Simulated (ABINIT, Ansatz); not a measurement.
# Converging GW for AlBO3 (R-3c) in ABINIT, part 2 of 2

What does each rung of G0W0 on AlBO3 (R-3c) cost, and what does it buy?

ABINIT 10.8.3; PBEsol and many-body steps on it, plane waves. Known limits of the many-body steps: not at the basis limit.

So far. Step 3 (Screening, 4×4×4 mesh, 53 bands, screening to 76.2 eV): Local fields lower ε∞ by 5 %. Step 4 (53 bands, 76.2 eV): The gap on the mesh goes from 5.83 eV to 8.88 eV, a correction of +3.05 eV.

### Step 6. 120 bands, 141.5 eV

This step: G0W0 on PBEsol, plane waves, norm-conserving pseudopotentials.

run.abi

```
acell 3*1.0 Angstrom
rprim 
  2.231899999996 1.288588065802 4.581666666700
  -2.231899999996 1.288588065802 4.581666666700
  0.000000000000 -2.577176131604 4.581666666700
ntypat 3
znucl 13 5 8
natom 10
typat 1 1 2 2 3 3 3 3 3 3
xred 
  0.000000000000 -0.000000000000 -0.000000000000
  0.500000000000 0.500000000000 0.500000000000
  0.250000000000 0.250000000000 0.250000000000
  0.750000000000 0.750000000000 0.750000000000
  0.940980000000 0.559020000000 0.250000000000
  0.250000000000 0.940980000000 0.559020000000
  0.559020000000 0.250000000000 0.940980000000
  0.059020000000 0.440980000000 0.750000000000
  0.750000000000 0.059020000000 0.440980000000
  0.440980000000 0.750000000000 0.059020000000
pp_dirpath "pseudos"
pseudos "Al.upf, B.upf, O.upf"
ecut 36
ngkpt 4 4 4
nshiftk 1
shiftk 0 0 0
kptopt 1
chksymbreak 0
istwfk *1
occopt 1
irdwfk 1
optdriver 4
nband 120
gwcalctyp 0
ecutsigx 36
symsigma 1
nkptgw 2
kptgw 
  0.0000000000 0.0000000000 0.0000000000
  0.2500000000 0.2500000000 0.2500000000
bdgw 
  23 26
  23 26
ecuteps 5.2
irdscr 1
ppmodel 1
indata_prefix "in"
outdata_prefix "out"
tmpdata_prefix "tmp"
```

Started as:

```bash
OMP_NUM_THREADS=1 mpirun -n 8 abinit run.abi > log
```

The log of the run:

```text
.Version 10.8.3 of ABINIT. v10.8.2 released Aug 2026.

 Symmetries : space group R-3 c (#167); Bravais hR (rhombohedral)
[... echo of the input left out ...]
== DATASET  1 ==================================================================
-   mpi_nproc: 8, omp_nthreads: 1 (-1 if OMP is not activated)

--- !DatasetInfo
iteration_state: {dtset: 1, }
dimensions: {natom: 10, nkpt: 13, mband: 120, nsppol: 1, nspinor: 1, nspden: 1, mpw: 5535, }
cutoff_energies: {ecut:  36.0, pawecutdg:  -1.0, }
electrons: {nelect:   4.80000000E+01, charge:   0.00000000E+00, occopt:   1.00000000E+00, tsmear:   1.00000000E-02, }

 SIGMA: Calculation of the GW corrections

 Based on a program developped by R.W. Godby, V. Olevano, G. Onida, and L. Reining.
 Incorporated in ABINIT by V. Olevano, G.-M. Rignanese, and M. Torrent.
.Using double precision arithmetic ; gwpc =  8

[... cell and pseudopotentials left out ...]
--------------------------------------------------------------------------------

 ==== K-mesh for the wavefunctions ====
 Number of points in the irreducible wedge :    13
[... list of points left out ...]
 Together with 12 symmetry operations and time-reversal symmetry
 yields    64 points in the full Brillouin Zone.

 ==== Q-mesh for screening function ====
 Number of points in the irreducible wedge :    13
[... list of points left out ...]
 Together with 12 symmetry operations and time-reversal symmetry
 yields    64 points in the full Brillouin Zone.

 vcoul_init : cutoff-mode = AUXILIARY_FUNCTION
 q-points for optical limit:   1
     1)      0.000010    0.000020    0.000030
 setmesh: FFT mesh size selected  =    54x   54x   54
          total number of points  =       157464

 Number of electrons calculated from density =   48.0000; Expected =   48.0000
[...]
number of omega for Sigma on real axis              0
 max omega for Sigma on real axis  [eV]           0.00
 zcut for avoiding poles [eV]                     0.10

 EPSILON^-1 parameters (SCR file):
 dimension of the eps^-1 matrix on file            291
 dimension of the eps^-1 matrix used               291
 number of plane-waves for wavefunctions          5519
 number of bands                                   120
 number of q-points in IBZ                          13
 number of frequencies                               2
 number of real frequencies                          1
 number of imag frequencies                          1

 matrix elements of self-energy operator (all in [eV])

 Perturbative Calculation

--- !SelfEnergy_ee
iteration_state: {dtset: 1, }
kpoint     : [   0.000,    0.000,    0.000, ]
spin       : 1
KS_gap     :    6.058
QP_gap     :    8.802
Delta_QP_KS:    2.743
data: !SigmaeeData |
     Band     E0 <VxcDFT>   SigX SigC(E0)      Z dSigC/dE  Sig(E)    E-E0       E
       23   4.926 -20.480 -26.336   4.653   0.816  -0.226 -21.461  -0.981   3.945
       24   4.926 -20.480 -26.336   4.653   0.816  -0.226 -21.461  -0.981   3.945
       25  10.984 -12.929  -7.175  -3.677   0.849  -0.178 -11.166   1.762  12.747
[...]
--- !SelfEnergy_ee
iteration_state: {dtset: 1, }
kpoint     : [   0.250,    0.250,    0.250, ]
spin       : 1
KS_gap     :    6.027
QP_gap     :    8.652
Delta_QP_KS:    2.625
data: !SigmaeeData |
     Band     E0 <VxcDFT>   SigX SigC(E0)      Z dSigC/dE  Sig(E)    E-E0       E
[...]
25  10.754 -11.869  -6.133  -3.848   0.855  -0.170 -10.256   1.613  12.367
       26  12.448 -15.211  -9.690  -3.519   0.845  -0.183 -13.520   1.691  14.139

== END DATASET(S) ==============================================================
================================================================================

 -outvars: echo values of variables after computation  --------
           etotal      0.0000000000E+00
            nband         120
             nkpt          13
          spgroup         167
 [... the other variables as echoed above ...]

 Calculation completed.
```

Run time: 14 s. Hardware: 8 MPI ranks of Arm Neoverse V1, shared host; peak memory 3 GiB; 1.8 min of CPU time.

This step gave:

| Item | Value |
| --- | --- |
| G0W0 gap on the points computed | 8.422 eV |
| starting gap on the mesh | 5.828 eV |
| k of the valence top | 0, 0, 0 |
| k of the conduction bottom | 0.25, 0.25, 0.25 |
| Z at the valence top | 0.816 |
| Z at the conduction bottom | 0.855 |
| least direct G0W0 gap on the computed points | 8.652 eV |

Against G0W0 in ABINIT (4×4×4 mesh, 53 bands, screening to 76.2 eV, Godby-Needs plasmon pole), the gap moves by −0.454 eV.

### Step 7. Screening, 4×4×4 mesh, 259 bands, screening to 217.7 eV

This step: RPA screening on PBEsol, plane waves, norm-conserving pseudopotentials.

Changes to run.abi since step 6:

```diff
@@ -31,17 +31,8 @@
 irdwfk 1
-optdriver 4
-nband 120
-gwcalctyp 0
-ecutsigx 36
-symsigma 1
-nkptgw 2
-kptgw 
-  0.0000000000 0.0000000000 0.0000000000
-  0.2500000000 0.2500000000 0.2500000000
-bdgw 
-  23 26
-  23 26
-ecuteps 5.2
-irdscr 1
-ppmodel 1
+optdriver 3
+nband 259
+ecuteps 8
+inclvkb 2
+awtr 1
+symchi 1
 indata_prefix "in"
```

The log of the run:

```text
.Version 10.8.3 of ABINIT. v10.8.2 released Aug 2026.

 Symmetries : space group R-3 c (#167); Bravais hR (rhombohedral)
[... echo of the input left out ...]
== DATASET  1 ==================================================================
-   mpi_nproc: 8, omp_nthreads: 1 (-1 if OMP is not activated)

--- !DatasetInfo
iteration_state: {dtset: 1, }
dimensions: {natom: 10, nkpt: 13, mband: 259, nsppol: 1, nspinor: 1, nspden: 1, mpw: 5535, }
cutoff_energies: {ecut:  36.0, pawecutdg:  -1.0, }
[...]
--------------------------------------------------------------------------------
[... chi0 elements left out ...]
 For q-point:  0.000010 0.000020 0.000030
  dielectric constant =   3.0371
  dielectric constant without local fields =   3.3114

  Average fulfillment of the sum rule on Im[epsilon] for q-point    1 :     77.86  [%]
[... wings left out ...]
  q-point number  2        q = ( 0.250000, 0.000000, 0.000000) [r.l.u.]
--------------------------------------------------------------------------------
[... chi0 elements left out ...]
  Average fulfillment of the sum rule on Im[epsilon] for q-point    2 :     84.07  [%]

 [... 11 further q-points ...]
```

Wall time 13 min (8 MPI ranks); peak memory 7.1 GiB.

This step gave:

```yaml
eps_infinity_with_local_fields_on_this_mesh_along_the_program_s_q_direction: 3.037
the_same_without_local_fields: 3.311
plasma_frequency: 28.93 eV
plane_waves_in_the_screening_matrix: 587
```

### Step 8. 259 bands, 217.7 eV

This step: G0W0 on PBEsol, plane waves, norm-conserving pseudopotentials.

Changes to run.abi since step 7:

```diff
@@ -31,8 +31,17 @@
 irdwfk 1
-optdriver 3
+optdriver 4
 nband 259
+gwcalctyp 0
+ecutsigx 36
+symsigma 1
+nkptgw 2
+kptgw 
+  0.0000000000 0.0000000000 0.0000000000
+  0.2500000000 0.2500000000 0.2500000000
+bdgw 
+  23 26
+  23 26
 ecuteps 8
-inclvkb 2
-awtr 1
-symchi 1
+irdscr 1
+ppmodel 1
 indata_prefix "in"
```

The log of the run:

```text
.Version 10.8.3 of ABINIT. v10.8.2 released Aug 2026.

 Symmetries : space group R-3 c (#167); Bravais hR (rhombohedral)
[... echo of the input left out ...]
== DATASET  1 ==================================================================
-   mpi_nproc: 8, omp_nthreads: 1 (-1 if OMP is not activated)

--- !DatasetInfo
iteration_state: {dtset: 1, }
dimensions: {natom: 10, nkpt: 13, mband: 259, nsppol: 1, nspinor: 1, nspden: 1, mpw: 5535, }
cutoff_energies: {ecut:  36.0, pawecutdg:  -1.0, }
[...]
Band     E0 <VxcDFT>   SigX SigC(E0)      Z dSigC/dE  Sig(E)    E-E0       E
[...]
25  10.754 -11.869  -6.133  -4.166   0.853  -0.173 -10.531   1.338  12.092
       26  12.448 -15.211  -9.690  -3.845   0.841  -0.189 -13.801   1.409  13.858

== END DATASET(S) ==============================================================
================================================================================

 -outvars: echo values of variables after computation  --------
           etotal      0.0000000000E+00
            nband         259
             nkpt          13
          spgroup         167
 [... the other variables as echoed above ...]

 Calculation completed.
```

It took 78 s on 8 MPI ranks; peak memory 6.6 GiB; 10 min of CPU time.

Numbers from this step:

```
G0W0 gap on the points computed              : 8.467 eV
starting gap on the mesh                     : 5.828 eV
k of the valence top                         : 0, 0, 0
k of the conduction bottom                   : 0.25, 0.25, 0.25
least direct G0W0 gap on the computed points : 8.694 eV
```

Against G0W0 in ABINIT (4×4×4 mesh, 120 bands, screening to 141.5 eV, Godby-Needs plasmon pole), the gap moves by +0.045 eV.

### Step 9. The runs together

Times are wall times on 8 MPI ranks of Arm Neoverse V1, shared host, good to a factor of about two. A run's time includes the screening step that it read.

| run | mesh | bands | screening cutoff (eV) | DFT gap (eV) | gap on the mesh (eV) | direct (eV) | ε∞ used | time |
| --- | --- | --- | --- | --- | --- | --- | --- | --- |
| 53 bands, 76.2 eV | 4×4×4 | 53 | 76.2 | 5.828 | 8.876 | 9.102 | 3.02 | 52 s |
| 120 bands, 141.5 eV | 4×4×4 | 120 | 141.5 | 5.828 | 8.422 | 8.652 | 3.04 | 3.7 min |
| 259 bands, 217.7 eV | 4×4×4 | 259 | 217.7 | 5.828 | 8.467 | 8.694 | 3.04 | 15 min |

### Step 10. What came out

* 53 bands, 76.2 eV: 8.876 eV
* 120 bands, 141.5 eV: 8.422 eV
* 259 bands, 217.7 eV: 8.467 eV
* known limits: not at the basis limit

In words: From the first rung to the last the gap moves by −0.41 eV for 17 times the time. The gap turns back along the series, so no limit is drawn from it. In the first G0W0 run levels were corrected at 2 k points alone, so a gap called «on the mesh» is the least over those, and an edge elsewhere would be missed.

[Paths, hosts, dates, memory and timing lines, banners, echoed tables and standing remarks are left out of the program output.]

[Logs are printed without paths, hosts, clocks, repeated set-up lines and the standing remarks that a program may print on its own settings, such as how far it seeks lower states.]

[Runs of the session that timed out or met a known fault of the program may be left out.]

[No measured gap is set beside runs whose start may be inverted or whose files or cutoffs have a known fault.]

[Hosts, paths, dates, database ids (printed as entryN), source tags and the programs' standing remarks are cut or masked in the printed files.]

[G0W0 gaps are taken among the corrected bands and points alone; a level outside them can change the order at an edge.]

[Where Ansatz stands beside ABINIT at settings called matched, ABINIT's density can come from a denser mesh and the files from another edition; pairs whose starting gaps differed by over 0.03 eV were left out, so agreement reads better than it is.]
